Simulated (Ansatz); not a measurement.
## Work function of Pb(100): what the settings cost and change: cost of one run

Ansatz 0.2.0; plane-wave DFT, PBE, Ansatz PAW. The cell holds 7 atoms.

input.yaml reads:

```yaml
crystal:
  lattice:
    - [3.5001785669, 0.0, 0.0]
    - [0.0, 3.5001785669, 0.0]
    - [0.0, 0.0, 40.85]
  atoms:
    - { symbol: Pb, position: [0.0, 0.0, 0.3182374541] }
    - { symbol: Pb, position: [0.5, 0.5, 0.3788249694] }
    - { symbol: Pb, position: [0.0, 0.0, 0.4394124847] }
    - { symbol: Pb, position: [0.5, 0.5, 0.5] }
    - { symbol: Pb, position: [0.0, 0.0, 0.5605875153] }
    - { symbol: Pb, position: [0.5, 0.5, 0.6211750306] }
    - { symbol: Pb, position: [0.0, 0.0, 0.6817625459] }
kpoints:
  mp_grid: { grid: [12, 12, 1] }
hamiltonian:
  xc: pbe
scf:
  occupations: { method: fermi_dirac, width: 0.1 }
  convergence: { dr2_threshold: 1.0e-09 }
efield:
  axis: 3
  dipole_correction: true
  ramp_position: 0.97
  ramp_width: 0.06
output:
  write_potential: true
  write_density: true
  volumetric_format: npy
```

The run is started by

```bash
> ansatz run input.yaml --threads 2 --pin off --max-ram 3072MiB --backend cpu --events-out ev --progress --plain --runs-dir out
```

For reference, a run of the same kind (1 atom, 28 k-points, 11 bands and 4,281 plane waves; 7 SCF cycles) took 5.9 s and 0.46 GiB on the same hardware.

What time and memory should one allow on 2 threads of Intel Xeon 6975P-C (Granite Rapids), shared host?

At two electrons a band, the 98 electrons need 49 bands, and 10 more are carried. The run has 28 k-points, 59 bands and 9,741 plane waves. Taking the work of a cycle as k-points × spins × bands × plane waves, that is 12 times the reference, or 72 s at the reference's 7 cycles. The run needed 8 SCF cycles, which makes it about 83 s. One copy of the wavefunctions takes 0.24 GiB at 16 bytes a coefficient, against 0.02 GiB in the reference; grids, projectors and work arrays come on top. Measured: about 46 s, with a peak of 1.2 GiB. The run was quicker than this simple count says.

[Logs are printed without paths, hosts, clocks, repeated set-up lines and the standing remarks that a program may print on its own settings, such as how far it seeks lower states.]

[Hosts, paths, dates, database ids (printed as entryN), source tags and the programs' standing remarks are cut or masked in the printed files.]

[Maps of the electrostatic potential energy from Ansatz leave out the sawtooth potential of an applied field or a dipole correction, so their vacuum need not be flat; planar profiles and work functions include it.]
